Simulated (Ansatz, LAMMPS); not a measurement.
**Relaxing aqueous Li+ and OH-, 4.1 mol of salt per kg of water, from a frame at 300 K (87 atoms)**

Wanted: the relaxed structure of aqueous Li+ and OH-, 4.1 mol of salt per kg of water, from a frame at 300 K (87 atoms) and its electronic structure.

Calculated with Ansatz 0.2.0; Kohn-Sham DFT, PBEsol, PAW (set soft_2), plane waves.

## (1) The structure

The cell holds 87 atoms: 29 O, 56 H and 2 Li. Cell: a = 9.283 Å, b = 9.283 Å, c = 9.283 Å, α = 90.0°, β = 90.0°, γ = 90.0°. 27 H2O, 2 Li+, 2 OH- placed at random, at 1.11 g/cm³; overlaps pushed apart, then 10 ps at 420 K with Joung-Cheatham ions (J. Phys. Chem. B 112, 9020 (2008)); MMFF94 bonds, angles, torsions, charges and radii (Halgren, J. Comput. Chem. 17, 490 (1996)) in harmonic and 12-6 forms; SPC/E water (Berendsen, Grigera and Straatsma, J. Phys. Chem. 91, 6269 (1987)); charges of ions scaled by 0.85. Snapshot after 20 ps at 300 K and fixed volume.

Before any run, some limits are plain. The network of contacts between molecules at the start is that of the classical potential that made the cell. The functional has no dispersion term, which matters for the binding between molecules or layers. The density was typed from a rule of thumb and may lie off the real one at this temperature. The Brillouin zone is sampled at Γ only, in a cell whose shortest periodic width is 9 Å.

## (2) Single point at the start

A single point comes first, to see the forces before anything moves.

The input, input.yaml:

```yaml
crystal:
  lattice:
    - [9.28326, 0.0, 0.0]
    - [0.0, 9.28326, 0.0]
    - [0.0, 0.0, 9.28326]
  atoms:
    - { symbol: O, position: [0.83765, 0.08437, 0.73853] }
    - { symbol: H, position: [0.75413, 0.02744, 0.70128] }
    - { symbol: H, position: [0.89422, 0.12356, 0.65566] }
    - { symbol: O, position: [0.76584, 0.45666, 0.57292] }
    [... 77 atom lines left out ...]
    - { symbol: O, position: [0.54837, 0.93426, 0.68035] }
    - { symbol: H, position: [0.55683, 0.02532, 0.72642] }
    - { symbol: O, position: [0.99925, 0.15371, 0.48745] }
    - { symbol: H, position: [0.0701, 0.14622, 0.56752] }
    - { symbol: Li, position: [0.38167, 0.56593, 0.45126] }
    - { symbol: Li, position: [0.23772, 0.11055, 0.90606] }
kpoints:
  mp_grid: { grid: [1, 1, 1] }
hamiltonian:
  xc: pbesol
scf:
  occupations: { method: gaussian, width: 0.025 }
output:
  forces: true
  stress: true
  populations: true
  dos:
    method: { smearing: { sigma: 0.1 } }
    de: 0.1
    projected: { site_lists: { H: [H], Li: [Li], O: [O] } }
  eigenvalues: true
```

The run is started by

```
> ansatz run input.yaml --threads 4 --pin off --max-ram 8192MiB --backend cpu --events-out ev --progress --plain --runs-dir out
```

It took 4.8 s on 4 threads of Arm Neoverse V2, shared host; peak memory 0.81 GiB; 18 s of CPU time.

The run gave:

| Property | Result |
| --- | --- |
| free energy | -17562.8120 eV |
| free energy per atom | -201.8714 eV/atom |
| SCF cycles | 10 |
| pressure | -2.655 GPa |
| r.m.s. force component | 0.443 eV/Å |
| longest force | 1.304 eV/Å |
| Fermi energy | 0.2026 eV |
| gap (highest filled to lowest empty level) | 4.111 eV |
| spilling of the projection | 0.01049 |

The r.m.s. force component of 0.44 eV/Å and the pressure of -2.7 GPa set the starting point.

Neighbours are counted within 1.21 Å (H-O), 2.48 Å (O-Li).

Length of the force by element and coordination:

```csv
element,coordination,atoms,mean length of the force (eV/Å),spread,least,most
H,all,56,0.748,0.291,0.128,1.29
Li,all,2,0.187,0.125,0.0613,0.312
O,all,29,0.654,0.302,0.104,1.30
O,1,2,1.20,0.102,1.1,1.30
O,2,19,0.619,0.263,0.128,1.17
O,3,8,0.601,0.288,0.104,1.06
```

## (3) Relaxation

With the cell held, the atoms are moved downhill towards a nearby minimum.

input.yaml, the sections that differ from step 2:

```yaml
output:
  forces: true
relax:
  f_tol: 0.05
  max_steps: 200
# crystal, kpoints, hamiltonian, scf: as in step 2
```

The job ended after 1.9 min (4 threads; peak memory 0.8 GiB; 6.8 min of CPU time).

Relaxation path (22 of 49):

```csv
step,energy less that of the first step (eV),largest force component (eV/Å)
1,0.0000,1.2468
3,-3.1531,1.0638
6,-4.5128,0.4553
8,-4.7369,0.4862
10,-4.9281,0.1926
12,-5.0964,0.2757
15,-5.3142,0.3334
17,-5.4198,0.1819
19,-5.4560,0.1789
22,-5.5505,0.2080
24,-5.5831,0.1363
26,-5.5905,0.1054
28,-5.6052,0.3535
31,-5.6643,0.2839
33,-5.7019,0.1621
35,-5.7311,0.1806
38,-5.8123,0.7988
40,-5.8504,0.0613
42,-5.8573,0.0950
44,-5.8626,0.3456
47,-5.8702,0.0950
49,-5.8712,0.0391
```

Relaxation step 44 was tried and not accepted.

The atoms that moved most (Å):

```csv
atom,dx,dy,dz,length
H9,1.380,1.488,-0.499,2.090
H69,-1.160,1.410,0.263,1.845
H20,-1.681,0.267,-0.657,1.825
H83,0.195,-1.665,-0.030,1.677
H50,-0.563,0.123,1.517,1.623
O19,-1.420,0.307,-0.593,1.569
H63,-1.028,0.954,-0.080,1.405
H42,-1.180,-0.675,-0.346,1.402
```

The relaxation changed the energy by -67.5 meV/atom, and atoms moved by 0.95 Å r.m.s., 2.1 Å at most.

## (4) Local order after relaxation

Bonds before and after, by the cutoffs listed below:

```csv
pair,bonds before,bonds after,mean before (Å),mean after (Å),spread before (Å),spread after (Å)
H-O,56,56,0.999,1.005,0.007,0.016
O-Li,8,8,2.002,2.010,0.057,0.060
```

Density 1.11 g/cm³, 9.196 Å³ an atom.

Pair distribution functions g(r), in bins of 0.2 Å:

```csv
r (Å),total,H-H,H-O,H-Li,O-O,O-Li,Li-Li
0.90,1.86,0.00,4.33,0.00,0.00,0.00,0.00
1.10,2.79,0.00,6.50,0.00,0.00,0.00,0.00
1.30,0.00,0.00,0.00,0.00,0.00,0.00,0.00
1.50,0.80,1.33,0.57,0.00,0.00,0.00,0.00
1.70,1.28,0.82,2.19,0.00,0.00,0.00,0.00
1.90,0.59,0.60,0.63,0.00,0.00,4.37,0.00
2.10,0.78,1.60,0.05,0.00,0.00,6.56,0.00
2.30,0.75,1.66,0.15,0.00,0.00,0.00,0.00
2.50,0.51,0.81,0.03,2.68,0.69,0.00,0.00
2.70,0.81,0.39,0.24,3.97,3.87,0.00,0.00
2.90,0.65,0.43,0.93,0.00,0.66,0.00,0.00
3.10,1.21,0.91,1.74,0.92,0.48,0.00,0.00
3.30,1.21,0.88,1.62,0.80,1.12,0.00,0.00
3.50,1.14,1.06,1.38,0.23,0.80,0.45,0.00
3.70,1.02,1.32,0.87,0.82,0.55,0.79,0.00
3.90,1.03,1.20,0.86,0.57,0.99,2.53,0.00
4.10,1.04,1.04,0.96,1.21,1.27,1.67,0.00
4.30,1.10,1.02,1.11,1.23,1.36,0.90,0.00
4.50,1.00,1.06,0.87,1.27,1.19,1.08,0.00
```

Bonds by pair of elements; cutoffs follow the first minimum of g(r), held within bounds set by covalent radii, and pairs that aren't listed don't count as bonded:

```csv
pair A-B,cutoff (Å),bonds,mean length (Å),spread (Å),shortest (Å),B about A,A about B
H-O,1.21,56,1.00,0.016,0.975,1,1.93
O-Li,2.52,8,2.01,0.06,1.92,0.276,4
```

How many atoms have how many bonded neighbours:

```csv
element,mean,1,2,3,4
H,1,56,0,0,0
Li,4,0,0,0,2
O,2.21,2,19,8,0
```

Bond angles, per cent of each kind in bins of 5°:

```csv
angle (°),H-O-H,H-O-Li,O-Li-O
95–100,7.4,0.0,8.3
100–105,44.4,18.8,33.3
105–110,33.3,6.2,16.7
110–115,14.8,12.5,25.0
115–120,0.0,12.5,0.0
120–125,0.0,12.5,8.3
125–130,0.0,25.0,8.3
130–135,0.0,6.2,0.0
135–140,0.0,0.0,0.0
140–145,0.0,0.0,0.0
145–150,0.0,6.2,0.0
```

Bond angles (no mean is given where the spread exceeds 20°):

```csv
angle,count,mean (°),spread (°)
H-O-H,27,106,3.8
H-O-Li,16,119,11.6
O-Li-O,12,109,8.2
```

Hydrogen bonds between water molecules (O–O under 3.5 Å, H–O···O angle under 30°):

```csv
hydrogen bonds to other water,molecules
0,0
1,1
2,3
3,9
4,14
```

First shells of the ions:

```csv
ion,count,shell,mean number
Li,2,water O within 2.7 A,4
```

Bond length by coordination (bonds to H left out):

```csv
element,coordination,atoms,mean bond length (Å)
O,3,8,2.01
```

For some of the pairs, g(r) has its first main peak near 1.0 Å (H-O), 2.6 Å (H-Li), 2.7 Å (O-O) and 2.0 Å (O-Li). With the cutoffs above, all H atoms have 1, all Li atoms have 4 and 66 % of O atoms have 2 bonded neighbours. The H-O-H angle averages 106° with a spread of 4°. The 27 water molecules hold 3.33 hydrogen bonds each to other water on average, with a mean O–O distance of 2.74 Å. Ion shells in this frame: Li 4.0 (water O within 2.7 Å).

## (5) Single point at the relaxed geometry

The electronic structure is read at the final geometry, in a run of its own.

The input, input.yaml:

```yaml
crystal:
  lattice:
    - [9.28326, 0.0, 0.0]
    - [0.0, 9.28326, 0.0]
    - [0.0, 0.0, 9.28326]
  atoms:
    - { symbol: O, position: [0.80353, 0.09092, 0.72272] }
    - { symbol: H, position: [0.73505, 0.00357, 0.6981] }
    - { symbol: H, position: [0.86055, 0.10687, 0.63393] }
    - { symbol: O, position: [0.83578, 0.47747, 0.56585] }
    [... 77 atom lines left out ...]
    - { symbol: O, position: [0.64166, 0.88418, 0.64845] }
    - { symbol: H, position: [0.57788, 0.84593, 0.72315] }
    - { symbol: O, position: [0.02163, 0.12369, 0.50454] }
    - { symbol: H, position: [0.04625, 0.17949, 0.59001] }
    - { symbol: Li, position: [0.4637, 0.56267, 0.43769] }
    - { symbol: Li, position: [0.17897, 0.09412, 0.95085] }
kpoints:
  mp_grid: { grid: [1, 1, 1] }
hamiltonian:
  xc: pbesol
scf:
  occupations: { method: gaussian, width: 0.025 }
output:
  forces: true
  stress: true
  populations: true
  dos:
    method: { smearing: { sigma: 0.1 } }
    de: 0.1
    projected: { site_lists: { H: [H], Li: [Li], O: [O] } }
  eigenvalues: true
  write_density: true
  write_potential: true
  volumetric_format: npy
  elf: true
```

Run time: 4.8 s. Hardware: 4 threads; peak memory 0.81 GiB.

The program notes that the exchange-correlation potential is rough where the density is thin.

Numbers from this run:

- free energy: -17568.6832 eV
- free energy per atom: -201.9389 eV/atom
- SCF cycles: 9
- pressure: -0.7853 GPa
- r.m.s. force component: 0.00557 eV/Å
- longest force: 0.04353 eV/Å
- Fermi energy: 0.4384 eV
- gap (highest filled to lowest empty level): 4.63 eV
- spilling of the projection: 0.009903

Löwdin charges by element and coordination (they lack the spilled electrons, 0.027 e an atom on average):

```csv
element,coordination,atoms,mean charge (e),spread,least,most
H,all,56,0.377,0.0106,0.353,0.403
Li,all,2,0.778,0.0013,0.776,0.779
O,all,29,-0.702,0.035,-0.777,-0.655
O,1,2,-0.760,6.0e-4,-0.760,-0.759
O,2,19,-0.679,0.0139,-0.712,-0.655
O,3,8,-0.741,0.0198,-0.777,-0.718
```

Density of states as counts of states in windows of 1 eV (from the Fermi level), total and the larger projections:

```csv
from (eV),to (eV),total,O p,H s,O s
-10,-9,18.3,12.7,5.4,0.0
-9,-8,35.6,24.9,10.1,0.1
-8,-7,1.9,1.4,0.3,0.2
-7,-6,20.2,15.4,2.4,2.1
-6,-5,22.6,18.5,1.6,2.1
-5,-4,13.9,12.2,0.5,1.0
-4,-3,47.8,46.9,0.3,0.1
-3,-2,13.8,13.5,0.1,0.0
-2,2,0.0,0.0,0.0,0.0
2,3,2.0,0.0,1.0,0.5
3,4,0.0,0.0,0.0,0.0
4,5,11.7,1.0,5.7,1.7
```

Between -26 and -10 eV lie 58 more states.

The levels nearest the highest filled one (over half full), pooled over k-points and spins:

```csv
level less the highest filled one (eV),occupation
-0.568,2
-0.378,2
-0.375,2
-0.29,2
-0.0674,2
0,2
4.63,0
6.50,0
6.73,0
6.86,0
6.94,0
6.98,0
```

Mean Löwdin charges: H +0.38, Li +0.78, O -0.70 e (they miss 0.99 % of the electrons, so they add up to more than the cell's charge). The largest share in the top eV of filled states is O p (99 % of the projected weight), and in the lowest eV of empty states H s (54 % of the projected weight).

## (6) Outcome

```
energy change in the relaxation                      : -67.48 meV/atom
r.m.s. displacement                                  : 0.949 Å
largest displacement                                 : 2.09 Å
free energy per atom                                 : -201.9389 eV/atom
pressure                                             : -0.7853 GPa
r.m.s. force component                               : 0.00557 eV/Å
gap (highest filled to lowest empty level)     : 4.63 eV
wall time of the 4 DFT runs, those left out included : 2.1 min
```

In words: Relaxation lowers the energy by 67.5 meV/atom and moves atoms by 0.95 Å r.m.s.; the r.m.s. force component goes from 0.44 to 0.0056 eV/Å, the pressure goes from -2.7 to -0.79 GPa, and the gap from 4.11 to 4.63 eV. By the final cutoffs no bond was broken or made. From the first step to the last the energy fell by 5.871 eV, and the largest move was 2.09 Å (H9). The O-Li bonds change most in mean length: from 2.002 Å (spread 0.057) to 2.010 Å (spread 0.060). With the cutoffs above, all H atoms have 1, all Li atoms have 4 and 66 % of O atoms have 2 bonded neighbours. The 27 water molecules hold 3.33 hydrogen bonds each to other water on average, with a mean O–O distance of 2.74 Å. The highest filled and lowest empty levels differ by 4.63 eV (at Γ alone); a semilocal functional tends to put such gaps too low. In a disordered cell it changes from sample to sample and from frame to frame.

Caveats: The network of contacts between molecules at the start is that of the classical potential that made the cell; in DFT atoms moved by 0.95 Å r.m.s.

[Logs are printed without paths, hosts, clocks, repeated set-up lines and the standing remarks that a program may print on its own settings, such as how far it seeks lower states.]

[Hosts, paths, dates, database ids (printed as entryN), source tags and the programs' standing remarks are cut or masked in the printed files.]

[The MMFF94 radii named for the starting cell were scaled by 0.96; in molecules described by MMFF94, hydrogen bound to N, O or S took a small fixed 12-6 site in their place.]
